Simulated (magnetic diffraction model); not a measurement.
# Tm2V2HgO7: what an assumed order does to the neutron pattern

Space group C2 (no. 5), a = 6.5510 Å, b = 10.0900 Å, c = 5.6290 Å, β = 103.31°.

| site | atom | x | y | z |
| --- | --- | --- | --- | --- |
| 2a | Hg | 1/2 | 0.2912 | 0 |
| 2b | Tm | 1/2 | 0.1677 | 1/2 |
| 2b | Tm | 1/2 | 0.8187 | 1/2 |
| 4c | V | 0.7424 | 0.0021 | 0.1180 |
| 4c | O | 0.7458 | 0.1802 | 0.2572 |
| 4c | O | 0.7851 | 0.8203 | 0.2656 |
| 2a | O | 1/2 | 0.4827 | 0 |
| 4c | O | 0.5501 | 0.9938 | 0.7749 |

The compound is invented for this exercise: a known structure type with other elements, its cell scaled to their sizes and not relaxed.

Only Tm and V are taken to order (form factors of Tm3+ and V3+); orders and moment sizes are assumed, and not adapted to the symmetry. Radiation: neutrons of λ = 1.909 Å, 3° to 40°; isotropic B of 0.24 Å² (Hg), 0.28 Å² (Tm), 0.49 Å² (V) and 0.58 Å² (O). Simulated constant-wavelength pattern: nuclear and magnetic terms add, the magnetic one as |2.695 fm × Σ f S⊥ exp(2πi Q·r) exp(−B s²)|², summed over all Q at one angle with the factor 1/(sin²θ cos θ). For collinear order S is the moment m, which repeats by lattice and centring translations R with the sign exp(−2πi k·R). Free-ion form factors, Sears's scattering lengths of 1992, no absorption; a label names one of the reflections at its angle. The strongest nuclear line in the range is 100, and lines under 0.2 are left out.

Assume the order k = (0 0 1/2), collinear moments along [101], 6.7 μB on Tm and 1.9 μB on V; signs + at (1/2, 0.1677, 1/2), + at (1/2, 0.8187, 1/2), − at (0.7424, 0.0021, 0.1180), − at (0.2576, 0.0021, 0.8820).

Q: Where does magnetic intensity appear, and how strong is it?

```
2θ (°)       index  nuclear  magnetic
 10.00   (0 0 1/2)      0.0     372.7
 20.07     (0 0 1)      2.9       0.0
 20.40     (1 1 0)    100.0       0.0
 20.92  (1 1 -1/2)      0.0     181.8
 21.81     (0 2 0)     59.2       0.0
 24.05   (0 2 1/2)      0.0     131.9
 24.48   (1 1 1/2)      0.0       3.0
 25.77    (1 1 -1)     56.0       0.0
 29.81     (0 2 1)     15.6       0.0
 30.30   (0 0 3/2)      0.0      69.2
 31.51     (1 1 1)     83.3       0.0
 33.21  (1 1 -3/2)      0.0      20.1
 33.95  (2 0 -1/2)      0.0      54.1
 34.85     (2 0 0)     28.1       0.0
 36.10    (2 0 -1)      0.6       0.0
 37.43     (1 3 0)      7.0       0.0
 37.65   (0 2 3/2)      0.0      11.8
 37.73  (1 3 -1/2)      0.0      72.3
 38.61   (2 0 1/2)      0.0       6.2
 39.92   (1 3 1/2)      0.0     105.3
```

The strongest magnetic line in the range is (0 0 1/2) at 10.00° (372.7). On top of the Lorentz factor, which all lines share, magnetic lines fade with angle because f falls: for Tm3+ it is 0.97, 0.87, 0.75 and 0.49 at sin θ/λ = 0.1, 0.2, 0.3 and 0.5 Å⁻¹, while nuclear lengths stay constant. The order has no net moment.

[Logs are printed without paths, hosts, clocks, repeated set-up lines and the standing remarks that a program may print on its own settings, such as how far it seeks lower states.]
